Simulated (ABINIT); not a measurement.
# BN (Qingsongite): G0W0 with ABINIT, start to end

Aim: the G0W0 gap of BN (Qingsongite) on LDA, step by step.

Calculated with ABINIT 10.8.3; LDA and many-body steps on it, plane waves.

**1. Set-up**

Symmetry: F-43m, No. 216, cubic system. The conventional cell has a = 3.615 Å, b = 3.615 Å, c = 3.615 Å, α = 90.00°, β = 90.00°, γ = 90.00°. Nearest to B lie 4 N at 1.57 Å. Nearest to N lie 4 B at 1.57 Å. Farther neighbours and most contacts between anions are not listed.

The cell and positions come from the Crystallography Open Database and are kept as given unless a step says otherwise.

**2. Ground state**

This step: ABINIT 10.8.3; DFT, LDA, plane waves, norm-conserving pseudopotentials.

The ground-state density comes first.

The input, run.abi:

```
acell 3*1.0 Angstrom
rprim 
  -0.000000000000 1.807500000000 1.807500000000
  1.807500000000 0.000000000000 1.807500000000
  1.807500000000 1.807500000000 -0.000000000000
ntypat 2
znucl 5 7
natom 2
typat 1 2
xred 
  0.000000000000 0.000000000000 0.000000000000
  0.250000000000 0.250000000000 0.250000000000
pp_dirpath "pseudos"
pseudos "B.upf, N.upf"
ecut 36
ngkpt 10 10 10
nshiftk 1
shiftk 0 0 0
kptopt 1
chksymbreak 0
nband 9
occopt 1
tolvrs 1e-10
nstep 60
prtwf 0
optforces 0
optstress 0
indata_prefix "in"
outdata_prefix "out"
tmpdata_prefix "tmp"
```

The run is started by

```bash
$ OMP_NUM_THREADS=1 mpirun -n 4 abinit run.abi > log
```

Numbers of over 12 decimals in the logs are rounded to 6 here.

What it wrote:

```text
.Version 10.8.3 of ABINIT. v10.8.2 released Aug 2026.

 Symmetries : space group F-4 3 m (#216); Bravais cF (face-center cubic)
================================================================================
 Values of the parameters that define the memory need of the present run
     intxc =       0    ionmov =       0      iscf =       7    lmnmax =       4
     lnmax =       4     mgfft =      30  mpssoang =       2    mqgrid =    3001
     natom =       2  nloc_mem =       1    nspden =       1   nspinor =       1
    nsppol =       1      nsym =      24    n1xccc =    2501    ntypat =       2
    occopt =       1   xclevel =       1
-    mband =           9        mffmem =           1         mkmem =          12
       mpw =         845          nfft =       27000          nkpt =          47
================================================================================
  Rough estimation (10% accuracy) of disk space for files :
================================================================================

--------------------------------------------------------------------------------
------------- Echo of variables that govern the present computation ------------
--------------------------------------------------------------------------------
 -outvars: echo values of preprocessed input variables --------
            acell      1.8897261259E+00  1.8897261259E+00  1.8897261259E+00 Bohr

      chksymbreak           0
             ecut      3.60000000E+01 Hartree
-          fftalg         312

              ixc       -1012
              kpt      0.00000000E+00  0.00000000E+00  0.00000000E+00
                       1.00000000E-01  0.00000000E+00  0.00000000E+00
                       2.00000000E-01  0.00000000E+00  0.00000000E+00
                       3.00000000E-01  0.00000000E+00  0.00000000E+00
                       4.00000000E-01  0.00000000E+00  0.00000000E+00
                       5.00000000E-01  0.00000000E+00  0.00000000E+00
                       1.00000000E-01  1.00000000E-01  0.00000000E+00
                       2.00000000E-01  1.00000000E-01  0.00000000E+00
                       3.00000000E-01  1.00000000E-01  0.00000000E+00
   [... 36 further rows ...]
                      -3.00000000E-01  4.00000000E-01  2.00000000E-01
                      -3.00000000E-01  5.00000000E-01  2.00000000E-01
         kptrlatt       10    0    0      0   10    0      0    0   10
          kptrlen      4.83050094E+01
P           mkmem          12
            natom           2
            nband           9
            ngfft          30      30      30
             nkpt          47
            nstep          60
             nsym          24
           ntypat           2
              occ      2.000000  2.000000  2.000000  2.000000  0.000000  0.000000
[...]
optforces           0
        optstress           0
            prtwf           0
            rprim     -0.0000000000E+00  1.8075000000E+00  1.8075000000E+00
[...]
spgroup         216

           tolvrs      1.00000000E-10

             xred      0.0000000000E+00  0.0000000000E+00  0.0000000000E+00
[...]
znucl        5.00000    7.00000

================================================================================

 chkinp: Checking input parameters for consistency.

================================================================================
== DATASET  1 ==================================================================
-   mpi_nproc: 4, omp_nthreads: 1 (-1 if OMP is not activated)

--- !DatasetInfo
iteration_state: {dtset: 1, }
dimensions: {natom: 2, nkpt: 47, mband: 9, nsppol: 1, nspinor: 1, nspden: 1, mpw: 845, }
cutoff_energies: {ecut:  36.0, pawecutdg:  -1.0, }
electrons: {nelect:   8.00000000E+00, charge:   0.00000000E+00, occopt:   1.00000000E+00, tsmear:   1.00000000E-02, }

 Real(R)+Recip(G) space primitive vectors, cartesian coordinates (Bohr,Bohr^-1):
 R(1)=  0.0000000  3.4156800  3.4156800  G(1)= -0.1463837  0.1463837  0.1463837
 R(2)=  3.4156800  0.0000000  3.4156800  G(2)=  0.1463837 -0.1463837  0.1463837
 R(3)=  3.4156800  3.4156800  0.0000000  G(3)=  0.1463837  0.1463837 -0.1463837
 Unit cell volume ucvol=  7.9700586E+01 bohr^3
 Angles (23,13,12)=  6.00000000E+01  6.00000000E+01  6.00000000E+01 degrees

 getcut: wavevector=  0.0000  0.0000  0.0000  ngfft=  30  30  30
         ecut(hartree)=     36.000   => boxcut(ratio)=   2.30194

 getcut : COMMENT -
  Note that boxcut > 2.2 ; recall that boxcut=Gcut(box)/Gcut(sphere) = 2
  is sufficient for exact treatment of convolution.
  Such a large boxcut is a waste : you could raise ecut
  e.g. ecut=   47.690509 Hartrees makes boxcut=2

--- Pseudopotential description ------------------------------------------------
- B Generated using ONCVPSP code by D. R. Hamann
-  5.00000   3.00000  180309                  znucl, zion, pspdat
12 -1012 1 -1 1498                            pspcod,pspxc,lmax,lloc,mmax
     nproj     2     2
  pspatm : epsatm=    3.19369156
         --- l  ekb(1:nproj) -->
[...]
pspatm: atomic psp has been read  and splines computed

- N Generated using ONCVPSP code by D. R. Hamann
-  7.00000   5.00000  180309                  znucl, zion, pspdat
12 -1012 1 -1 1058                            pspcod,pspxc,lmax,lloc,mmax
     nproj     2     2
  pspatm : epsatm=    5.30777321
         --- l  ekb(1:nproj) -->
[...]
1   -4.361519   -1.032581
 pspatm: atomic psp has been read  and splines computed

   6.80117181E+01                                ecore*ucvol(ha*bohr**3)
--------------------------------------------------------------------------------

_setup2: Arith. and geom. avg. npw (full set) are     822.053     822.026

================================================================================

--- !BeginCycle
iteration_state: {dtset: 1, }
solver: {iscf: 7, nstep: 60, nline: 4, wfoptalg: 0, }
tolerances: {tolvrs: 1.00E-10, }

     iter   Etot(hartree)      deltaE(h)  residm     vres2
 ETOT  1  -13.373554539444    -1.337E+01 1.869E-01 1.738E+02
 ETOT  2  -13.391633272754    -1.808E-02 9.444E-03 1.256E+02
 ETOT  3  -13.425109141040    -3.348E-02 4.998E-03 7.355E-01
 ETOT  4  -13.425279588231    -1.704E-04 5.349E-03 1.834E-03
 ETOT  5  -13.425279820482    -2.323E-07 8.607E-04 3.082E-05
 ETOT  6  -13.425279826115    -5.633E-09 7.308E-04 1.019E-06
 ETOT  7  -13.425279826320    -2.047E-10 5.727E-04 1.030E-09
 ETOT  8  -13.425279826320    -1.599E-13 6.420E-04 5.655E-12

 At SCF step    8       vres2   =  5.66E-12 < tolvrs=  1.00E-10 =>converged.

--- !ResultsGS
iteration_state: {dtset: 1, }
comment   : Summary of ground state results
lattice_vectors:
- [ -0.0000000,   3.4156800,   3.4156800, ]
- [  3.4156800,   0.0000000,   3.4156800, ]
- [  3.4156800,   3.4156800,  -0.0000000, ]
lattice_lengths: [   4.83050,    4.83050,    4.83050, ]
lattice_angles: [ 60.000,  60.000,  60.000, ] # degrees, (23, 13, 12)
lattice_volume:   7.9700586E+01
convergence: {deltae: -1.599E-13, res2:  5.655E-12, residm:  6.420E-04, diffor:  0.000E+00, }
etotal    :  -1.34252798E+01
entropy   :   0.00000000E+00
fermie    :   2.94210603E-01
cartesian_stress_tensor: null
pressure_GPa: null
xred      :
- [  0.0000E+00,   0.0000E+00,   0.0000E+00,  B]
- [  2.5000E-01,   2.5000E-01,   2.5000E-01,  N]
cartesian_forces: null
force_length_stats: {min: null, max: null, mean: null, }

 Integrated electronic density in atomic spheres:
 ------------------------------------------------
 Atom  Sphere_radius  Integrated_density
    1        2.00000          3.31747834
    2        2.00000          5.72805975
================================================================================

 ----iterations are completed or convergence reached----

 Mean square residual over all n,k,spin=   26.307E-07; max=  64.199E-05
 reduced coordinates (array xred) for    2 atoms
       0.000000000000      0.000000000000      0.000000000000
       0.250000000000      0.250000000000      0.250000000000
 rms dE/dt=  0.0000E+00; max dE/dt=  0.0000E+00; dE/dt below (all hartree)
    1       0.000000000000      0.000000000000      0.000000000000
    2       0.000000000000      0.000000000000      0.000000000000

 cartesian coordinates (angstrom) at end:
    1      0.000000     0.000000     0.000000
    2      0.903750     0.903750     0.903750
 length scales=  1.889726125908  1.889726125908  1.889726125908 bohr
              =  1.000000000000  1.000000000000  1.000000000000 angstroms
 prteigrs : about to open file out_EIG
 Fermi (or HOMO) energy (hartree) =   0.29421   Average Vxc (hartree)=  -0.48548
 Eigenvalues (hartree) for nkpt=  47  k points:
 kpt#   1, nband=  9, wtk=  0.00100, kpt=  0.0000  0.0000  0.0000 (reduced coord)
  -0.44300    0.29421    0.29421    0.29421    0.61568    0.61568    0.61568    0.67793
   1.19366
 prteigrs : prtvol=0 or 1, do not print more k-points.

--- !EnergyTerms
iteration_state     : {dtset: 1, }
comment             : Components of total free energy in Hartree
kinetic             :  9.44478844231263E+00
hartree             :  1.77271654246147E+00
xc                  : -4.35042966599806E+00
Ewald energy        : -1.31703929426445E+01
psp_core            :  8.53340249781675E-01
local_psp           : -6.80784439827319E+00
non_local_psp       : -1.16745805396034E+00
total_energy        : -1.34252798263203E+01
total_energy_eV     : -3.65320474814379E+02
band_energy         :  5.51228754875518E-02

== END DATASET(S) ==============================================================
================================================================================

 -outvars: echo values of variables after computation  --------
           etotal     -1.3425279826E+01
            nband           9
             nkpt          47
          spgroup         216
 [... the other variables as echoed above ...]

 Calculation completed.
```

Elapsed: 7.1 s, on 4 MPI ranks of Arm Neoverse N1, shared host; peak memory 0.25 GiB; 28 s of CPU time.

Numbers from this step:

```yaml
total_energy: -365.3205 eV
gap: 4.420 eV
k_of_the_valence_top: 0, 0, 0
k_of_the_conduction_bottom: 0.5, 0.5, 0
least_direct_gap: 8.748 eV
```

The gap is indirect, with the least direct gap 4.33 eV higher.

(Continued in part 2 of 3.)

[Paths, hosts, dates, memory and timing lines, banners, echoed tables and standing remarks are left out of the program output.]

[Logs are printed without paths, hosts, clocks, repeated set-up lines and the standing remarks that a program may print on its own settings, such as how far it seeks lower states.]

[Runs of the session that timed out or met a known fault of the program may be left out.]

[Hosts, paths, dates, database ids (printed as entryN), source tags and the programs' standing remarks are cut or masked in the printed files.]

[G0W0 gaps are taken among the corrected bands and points alone; a level outside them can change the order at an edge.]

[Where Ansatz stands beside ABINIT at settings called matched, ABINIT's density can come from a denser mesh and the files from another edition; pairs whose starting gaps differed by over 0.03 eV were left out, so agreement reads better than it is.]
